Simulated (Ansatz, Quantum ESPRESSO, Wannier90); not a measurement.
# straight Au chain, spacing 2.60 Å: Wannier functions and conductance, part 3 of 5

How many channels does the wire offer, and does a small Wannier basis get them right? The wire: straight Au chain, spacing 2.60 Å.

Quantum ESPRESSO 7.5 and Wannier90 3.1.0; plane-wave DFT, PBE, GBRV ultrasoft pseudopotentials; cross-check by Ansatz 0.2.0 with PAW datasets.

So far. Step 2 (SCF with pw.x): The run needed 9 iterations to bring the estimated error under 1e-07 Ry.

## 6. Localisation, bands and conductance

Level of this step: maximally localised Wannier functions and ballistic conductance; plane-wave DFT, PBE, GBRV ultrasoft pseudopotentials (Wannier90).

After disentangling and localising, transport_mode = bulk builds principal layers from hoppings within dist_cutoff and counts open channels.

The input, wan.win:

```
num_wann = 6
num_bands = 17
num_iter = 200
num_print_cycles = 20
conv_tol = 1e-8
conv_window = 5
guiding_centres = true
dis_num_iter = 1500
dis_conv_tol = 1e-8
dis_win_min = -15.4114
dis_win_max = 4.5886
dis_froz_max = -2.9114
search_shells = 120
fermi_energy = -4.4114

transport = true
transport_mode = bulk
one_dim_axis = z
dist_cutoff = 18.1
dist_cutoff_mode = one_dim
tran_win_min = -4.0
tran_win_max = 2.0
tran_energy_step = 0.02

bands_plot = true
bands_num_points = 96
begin kpoint_path
G 0.0 0.0 0.0 Z 0.0 0.0 0.5
end kpoint_path

begin projections
Au:s;d
end projections

begin unit_cell_cart
ang
  8.0000000000 0.0000000000 0.0000000000
  0.0000000000 8.0000000000 0.0000000000
  0.0000000000 0.0000000000 2.6000000000
end unit_cell_cart

begin atoms_frac
  Au 0.0000000000 0.0000000000 0.0000000000
end atoms_frac

mp_grid = 1 1 14
begin kpoints
  0.0 0.0 0.0000000000
  0.0 0.0 0.0714285714
  0.0 0.0 0.1428571429
  0.0 0.0 0.2142857143
  0.0 0.0 0.2857142857
  0.0 0.0 0.3571428571
  0.0 0.0 0.4285714286
  0.0 0.0 0.5000000000
  0.0 0.0 0.5714285714
  0.0 0.0 0.6428571429
  0.0 0.0 0.7142857143
  0.0 0.0 0.7857142857
  0.0 0.0 0.8571428571
  0.0 0.0 0.9285714286
end kpoints
```

Run with:

```
$ OMP_NUM_THREADS=1 wannier90.x wan > wan.run.log
```

What it wrote:

```text
[banner, memory and clock lines left out]
+---------------------------------------------------+
             |                                                   |
             |                   WANNIER90                       |
             |                                                   |
             +---------------------------------------------------+
             |                                                   |
             |        Welcome to the Maximally-Localized         |
             |        Generalized Wannier Functions code         |
             |                             |
             |                                                   |
             |                                                   |
             |  Wannier90 Developer Group:                       |
             |    Giovanni Pizzi    (EPFL)                       |
             |    Valerio Vitale    (Cambridge)                  |
             |    David Vanderbilt  (Rutgers University)         |
             |    Nicola Marzari    (EPFL)                       |
             |    Ivo Souza         (Universidad del Pais Vasco) |
             |    Arash A. Mostofi  (Imperial College London)    |
             |    Jonathan R. Yates (University of Oxford)       |
             |                                                   |
             |  For the full list of Wannier90 3.x authors,      |
             |  please check the code documentation and the      |
             |  README on the GitHub page of the code            |
             |                                                   |
             |                                                   |
             |                                                   |
             |  [ref] "Wannier90 as a community code:            |
             |        new features and applications",            |
             |        165902 (2020).                             |
             |            |
             |                                                   |
             |  in any publications arising from the use of      |
             |                                                   |
             |  [ref] "Maximally Localized Generalised Wannier   |
             |         Functions for Composite Energy Bands"     |
             |         N. Marzari and D. Vanderbilt              |
             |         Phys. Rev. B 56 12847 (1997)              |
             |                                                   |
             |  [ref] "Maximally Localized Wannier Functions     |
             |         for Entangled Energy Bands"               |
             |         I. Souza, N. Marzari and D. Vanderbilt    |
             |         Phys. Rev. B 65 035109 (2001)             |
             |                                                   |
             |                                                   |
             | Copyright (c) 1996-2020                           |
             |        The Wannier90 Developer Group and          |
             |        individual contributors                    |
             |                                                   |
             |      Release: 3.1.0        5th March    2020      |
             |                                                   |
             | This program is free software; you can            |
             | redistribute it and/or modify it under the terms  |
             | of the GNU General Public License as published by |
             | the Free Software Foundation; either version 2 of |
             | the License, or (at your option) any later version|
             |                                                   |
             | This program is distributed in the hope that it   |
             | will be useful, but WITHOUT ANY WARRANTY; without |
             | even the implied warranty of MERCHANTABILITY or   |
             | FITNESS FOR A PARTICULAR PURPOSE. See the GNU     |
             | General Public License for more details.          |
             |                                                   |
             | You should have received a copy of the GNU General|
             | Public License along with this program; if not,   |
             | write to the Free Software Foundation, Inc.,      |
             | 675 Mass Ave, Cambridge, MA 02139, USA.           |
             |                                                   |
             +---------------------------------------------------+
[date or host left out]
             +---------------------------------------------------+

 ******************************************************************************
 * -> Using CODATA 2006 constant values                                       *
 *    (                      *
 * -> Using Bohr value from CODATA                                            *
 ******************************************************************************

 Running in serial (with parallel executable)

                                    ------
                                    SYSTEM
                                    ------

                              Lattice Vectors (Ang)
                    a_1     8.000000   0.000000   0.000000
                    a_2     0.000000   8.000000   0.000000
                    a_3     0.000000   0.000000   2.600000

                   Unit Cell Volume:     166.40000  (Ang^3)

                        Reciprocal-Space Vectors (Ang^-1)
                    b_1     0.785398   0.000000   0.000000
                    b_2     0.000000   0.785398   0.000000
                    b_3     0.000000   0.000000   2.416610

 *----------------------------------------------------------------------------*
 |   Site       Fractional Coordinate          Cartesian Coordinate (Ang)     |
 +----------------------------------------------------------------------------+
 | Au   1   0.00000   0.00000   0.00000   |    0.00000   0.00000   0.00000    |
 *----------------------------------------------------------------------------*
                                ------------
                                K-POINT GRID
                                ------------

             Grid size =  1 x  1 x 14      Total points =   14

 *---------------------------------- MAIN ------------------------------------*
 |  Number of Wannier Functions               :                 6             |
 |  Number of Objective Wannier Functions     :                 6             |
 |  Number of input Bloch states              :                17             |
 |  Output verbosity (1=low, 5=high)          :                 1             |
[...]
20    -0.133E-04     0.0166646521        7.1930348365       0.01  <-- CONV
        O_D=      0.0000000 O_OD=      0.2394575 O_TOT=      7.1930348 <-- SPRD
 Delta: O_D= -0.1467743E-12 O_OD= -0.1328922E-04 O_TOT= -0.1328922E-04 <-- DLTA
 Cycle:     40
[...]
Sum of centres and spreads (  0.000000,  0.000000, -0.000000 )     7.19130717

     40    -0.170E-04     0.0198177378        7.1913071746       0.02  <-- CONV
        O_D=      0.0000000 O_OD=      0.2377298 O_TOT=      7.1913072 <-- SPRD
 Delta: O_D= -0.2962685E-05 O_OD= -0.1406632E-04 O_TOT= -0.1702900E-04 <-- DLTA
 Cycle:     60
[...]
Sum of centres and spreads (  0.000000, -0.000000,  0.000000 )     7.19117724

     60    -0.466E-05     0.0047730271        7.1911772423       0.03  <-- CONV
        O_D=      0.0000006 O_OD=      0.2375993 O_TOT=      7.1911772 <-- SPRD
 Delta: O_D=  0.5443500E-06 O_OD= -0.5200337E-05 O_TOT= -0.4655987E-05 <-- DLTA
 Cycle:     80
[...]
Sum of centres and spreads ( -0.000000,  0.000000,  0.000000 )     7.19109202

     80    -0.534E-05     0.0058688771        7.1910920153       0.04  <-- CONV
        O_D=      0.0000003 O_OD=      0.2375144 O_TOT=      7.1910920 <-- SPRD
 Delta: O_D= -0.3777196E-07 O_OD= -0.5301842E-05 O_TOT= -0.5339614E-05 <-- DLTA
 Cycle:    100
[...]
Sum of centres and spreads ( -0.000000,  0.000000, -0.000000 )     7.19102562

    100    -0.385E-05     0.0047469135        7.1910256241       0.04  <-- CONV
        O_D=      0.0000003 O_OD=      0.2374480 O_TOT=      7.1910256 <-- SPRD
 Delta: O_D=  0.1966595E-06 O_OD= -0.4043594E-05 O_TOT= -0.3846935E-05 <-- DLTA

 Writing checkpoint file wan.chk... done

 Cycle:    120
[...]
Sum of centres and spreads (  0.000000, -0.000000,  0.000000 )     7.19096954

    120    -0.142E-05     0.0038997172        7.1909695415       0.05  <-- CONV
        O_D=      0.0000002 O_OD=      0.2373920 O_TOT=      7.1909695 <-- SPRD
 Delta: O_D=  0.7982712E-07 O_OD= -0.1503677E-05 O_TOT= -0.1423850E-05 <-- DLTA
 Cycle:    140
[...]
Sum of centres and spreads ( -0.000000,  0.000000, -0.000000 )     7.19092364

    140    -0.295E-05     0.0043555434        7.1909236429       0.06  <-- CONV
        O_D=      0.0000002 O_OD=      0.2373461 O_TOT=      7.1909236 <-- SPRD
 Delta: O_D= -0.1259380E-07 O_OD= -0.2939864E-05 O_TOT= -0.2952458E-05 <-- DLTA
 Cycle:    160
[...]
Sum of centres and spreads ( -0.000000,  0.000000, -0.000000 )     7.19088705

    160    -0.212E-05     0.0035282851        7.1908870472       0.07  <-- CONV
        O_D=      0.0000001 O_OD=      0.2373096 O_TOT=      7.1908870 <-- SPRD
 Delta: O_D=  0.1069389E-06 O_OD= -0.2223473E-05 O_TOT= -0.2116534E-05 <-- DLTA
 Cycle:    180
[...]
Sum of centres and spreads (  0.000000, -0.000000,  0.000000 )     7.19085617

    180    -0.785E-06     0.0028946985        7.1908561666       0.08  <-- CONV
        O_D=      0.0000001 O_OD=      0.2372787 O_TOT=      7.1908562 <-- SPRD
 Delta: O_D=  0.4141273E-07 O_OD= -0.8265294E-06 O_TOT= -0.7851166E-06 <-- DLTA
 Cycle:    200
[...]
WF centre and spread    5  (  0.000000,  0.000000,  0.000000 )     0.77149320
  WF centre and spread    6  ( -0.000000,  0.000000, -0.000000 )     0.78210483
  Sum of centres and spreads ( -0.000000,  0.000000, -0.000000 )     7.19083092

    200    -0.162E-05     0.0032312264        7.1908309231       0.09  <-- CONV
        O_D=      0.0000001 O_OD=      0.2372535 O_TOT=      7.1908309 <-- SPRD
 Delta: O_D= -0.2584863E-08 O_OD= -0.1621171E-05 O_TOT= -0.1623756E-05 <-- DLTA

 Writing checkpoint file wan.chk... done

 Final State
  WF centre and spread    1  ( -0.000000,  0.000000, -0.000000 )     2.67273365
  WF centre and spread    2  (  0.000000, -0.000000, -0.000000 )     1.15750478
  WF centre and spread    3  (  0.000000, -0.000000,  0.000000 )     0.90349723
  WF centre and spread    4  (  0.000000,  0.000000, -0.000000 )     0.90349723
  WF centre and spread    5  (  0.000000,  0.000000,  0.000000 )     0.77149320
  WF centre and spread    6  ( -0.000000,  0.000000, -0.000000 )     0.78210483
  Sum of centres and spreads ( -0.000000,  0.000000, -0.000000 )     7.19083092

         Spreads (Ang^2)       Omega I      =     6.953577321
        ================       Omega D      =     0.000000099
                               Omega OD     =     0.237253504
    Final Spread (Ang^2)       Omega Total  =     7.190830923
 Time for wannierise            0.084 (sec)

 Writing checkpoint file wan.chk... done

 *---------------------------------------------------------------------------*
 |                               PLOTTING                                    |
 *---------------------------------------------------------------------------*

 Translated centres
    translation centre in fractional coordinate:  0.000000  0.000000  0.000000
  WF centre     1  ( -0.000000,  0.000000, -0.000000 )
  WF centre     2  (  0.000000, -0.000000, -0.000000 )
  WF centre     3  (  0.000000, -0.000000,  0.000000 )
  WF centre     4  (  0.000000,  0.000000, -0.000000 )
  WF centre     5  (  0.000000,  0.000000,  0.000000 )
  WF centre     6  ( -0.000000,  0.000000, -0.000000 )

 Calculating interpolated band-structure

 Time to calculate interpolated band structure       0.004 (sec)

 Time for plotting              0.006 (sec)

 *---------------------------------------------------------------------------*
 |                              TRANSPORT                                    |
 *---------------------------------------------------------------------------*

 Calculation of Quantum Conductance and DoS: bulk mode

 Maximum imaginary part of the real-space Hamiltonian:     0.000010

     Maximum real part of the real-space Hamiltonian at each lattice point
            Lattice point R           Max |H_ij(R)|
                  -8                     0.000000
                  -7                     0.000000
                  -6                     0.010013
                  -5                     0.045146
                  -4                     0.115676
                  -3                     0.220691
                  -2                     0.421198
                  -1                     1.323933
                   0                     6.134143
                   1                     1.323933
                   2                     0.421198
                   3                     0.220691
                   4                     0.115676
                   5                     0.045146
                   6                     0.010013
                   7                     0.000000
                   8                     0.000000

 Number of unit cells inside the principal layer:     6
 Number of Wannier Functions inside the principal layer:    36

 Calculating quantum conductance and density of states... done

 Time for transport             0.551 (sec)
 Total Execution Time           0.672 (sec)

 *===========================================================================*
 |                             TIMING INFORMATION                            |
 *===========================================================================*
 |    Tag                                                Ncalls      Time (s)|
 |---------------------------------------------------------------------------|
 |kmesh: get                                        :         1         0.011|
 |overlap: allocate                                 :         1         0.000|
 |overlap: read                                     :         1         0.015|
 |dis: main                                         :         1         0.003|
 |wann: main                                        :         1         0.084|
 |plot: main                                        :         1         0.006|
 |tran: main                                        :         1         0.551|
 *---------------------------------------------------------------------------*

 All done: wannier90 exiting
[key lines of the parts left out:]
|  Fermi energy (eV)                         :            -4.411             |
```

Run time: 1.3 s. Hardware: 1 MPI rank of AMD EPYC 9R45, shared host; peak memory 0.08 GiB.

Read from the output:

| Property | Result |
| --- | --- |
| lead channels at the Fermi level, one spin | 1.045 |
| total spread | 7.191 Å² |
| gauge-invariant spread | 6.954 Å² |
| largest misfit to plane-wave levels between mesh points, inside the frozen window | 0.07221 eV |

Per spin. The quantum conductance of the perfect wire, open channels by energy, zero at the Fermi level:

| energy (eV) | quantum conductance of the perfect wire, open channels |
| --- | --- |
| -4.000 | 1 |
| -3.800 | 1 |
| -3.600 | 1 |
| -3.400 | 1 |
| -3.200 | 1 |
| -3.000 | 1 |
| -2.800 | 1 |
| -2.600 | 3.00 |
| -2.400 | 3 |
| -2.200 | 3 |
| -2.000 | 3 |
| -1.800 | 3 |
| -1.600 | 3 |
| -1.400 | 3 |
| -1.200 | 5.00 |
| -1.020 | 5 |
| -0.800 | 6.00 |
| -0.600 | 4 |
| -0.400 | 4 |
| -0.200 | 4.00 |
| 0.000 | 1.04 |
| 0.200 | 1 |
| 0.400 | 1 |
| 0.600 | 1 |
| 0.800 | 1 |
| 1.000 | 1 |
| 1.200 | 1 |
| 1.400 | 1 |
| 1.600 | 1 |
| 1.800 | 1 |
| 2.000 | 1 |

Wannier functions:

| no. | x (Å) | y (Å) | z (Å) | spread (Å²) |
| --- | --- | --- | --- | --- |
| 1 | 0 | 0 | 0 | 2.673 |
| 2 | 0 | 0 | 0 | 1.157 |
| 3 | 0 | 0 | 0 | 0.9035 |
| 4 | 0 | 0 | 0 | 0.9035 |
| 5 | 0 | 0 | 0 | 0.7715 |
| 6 | 0 | 0 | 0 | 0.7821 |

The electronic bands at the labelled points (eV, zero at the Fermi level; # counts the bands kept):

| point | #3 | #4 | #5 | #6 |
| --- | --- | --- | --- | --- |
| Γ | -1.31 | -0.97 | 0.00 | 0.00 |
| halfway | -1.60 | -1.05 | -1.05 | -0.11 |
| Z | -0.77 | -0.77 | -0.12 | 6.51 |

The electronic bands as a text plot (rows in eV):

```
    6.3 |                                                    ****
    5.8 |                                                   *
    5.3 |                                                  *
    4.9 |                                                 *
    4.4 |                                                *
    3.9 |                                              **
    3.5 |                                             *
    3.0 |                                            *
    2.5 |                                           *
    2.1 |                                         **
    1.6 |                                        *
    1.1 |                                      **
    0.7 |                                  ****
    0.2 |****                         *****
   -0.3 |    *********        ********             **************
   -0.8 |*********************           ************************
   -1.2 |******************************** ***
   -1.7 |                          *******
   -2.2 |                           **    *********
   -2.6 |                        ***               **************
   -3.1 |                    ****
   -3.6 |                 ***
   -4.0 |           ******
   -4.5 |***********
         Γ                                                      Z
```

Bands and channels are those of the Wannier model: bands that were not projected, and all outside the frozen window, are missing or only approximate.

## 7. Neighbour list from wannier90 -pp, with dist_cutoff = 5.72

How much does a setting matter? One run is repeated with a change.

wan_w.win is the input of step 6 with these lines changed:

```diff
@@ -18,3 +18,3 @@
 one_dim_axis = z
-dist_cutoff = 18.1
+dist_cutoff = 5.72
 dist_cutoff_mode = one_dim
```

Run with:

```
$ OMP_NUM_THREADS=1 wannier90.x -pp wan_w > wan_w.pp.log
```

Run time: 0.62 s. Hardware: 1 MPI rank; peak memory 0.08 GiB.

## 8. Overlaps and projections

The follow-up step for that run.

The input, wan_w.p2w.in:

```
&inputpp
  prefix = 'nscf'
  outdir = './out'
  seedname = 'wan_w'
  write_mmn = .true.
  write_amn = .true.
  write_unk = .false.
/
```

Run with:

```
$ OMP_NUM_THREADS=1 mpirun -n 2 pw2wannier90.x -in wan_w.p2w.in > wan_w.p2w.out
```

Wall time 2.6 s (2 MPI ranks); peak memory 0.16 GiB; 4.8 s of CPU time.

[end of part 3 of 5]

[Logs are printed without paths, hosts, clocks, repeated set-up lines and the standing remarks that a program may print on its own settings, such as how far it seeks lower states.]

[Hosts, paths, dates, database ids (printed as entryN), source tags and the programs' standing remarks are cut or masked in the printed files.]

[Maps of the electrostatic potential energy from Ansatz leave out the sawtooth potential of an applied field or a dipole correction, so their vacuum need not be flat; planar profiles and work functions include it.]
